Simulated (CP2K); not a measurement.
Consider phosphoric acid at its PBE geometry (Å).

```xyz
8

O    -0.9404   -0.9070   -0.8154
P    -0.0834    0.0853    0.0950
O     0.9866   -0.9059    0.7484
O     0.8047    0.8401   -0.9977
O    -0.8474    0.9319    1.0236
H    -1.7980   -0.5086   -1.0496
H     0.6959   -1.1979    1.6310
H     1.1820    1.6621   -0.6353
```

Method: CP2K XAS_TDP, all-electron GAPW, PBEh(45%), aug-cc-pVDZ, TDA, GW2X-corrected core level, ZORA, spin–orbit coupling.

Question: Predict the bright core excitations at the P L₂,₃ edge.

Leading lines: P2 139.65 eV. The leading line of an atom is its first one with 35 % of the strongest within 2.5 eV of its lowest line over the strength cut. Core ionisation energies at this level: P2 142.57/142.66/143.43 eV; the 2p½ level lies 0.82 eV above the 2p3/2 pair.

The first six lines of each atom with a strength over 0.0003:

```
              atom  energy (eV)  states  strength, one atom  above the computed threshold
P2 (bonded to 4 O)       139.65       1              0.0037                              
                         139.67       1              0.0034                              
                         139.69       1              0.0023                              
                         140.44       2              0.0047                              
                         140.46       1              0.0020                              
                         140.92       2              0.0003
```

Lines are vertical, at one geometry, with no vibrational structure. GW2X ionisation energies and lines can be off by 1 to 2 eV either way, and a good line position may hide errors that cancel. Rydberg lines, and the discretised continuum above threshold, depend on the basis and the box.

[Banner, clock and machine lines of the logs are left out without a mark of their own.]

[Logs are printed without paths, hosts, clocks, repeated set-up lines and the standing remarks that a program may print on its own settings, such as how far it seeks lower states.]

[Hosts, paths, dates, database ids (printed as entryN), source tags and the programs' standing remarks are cut or masked in the printed files.]
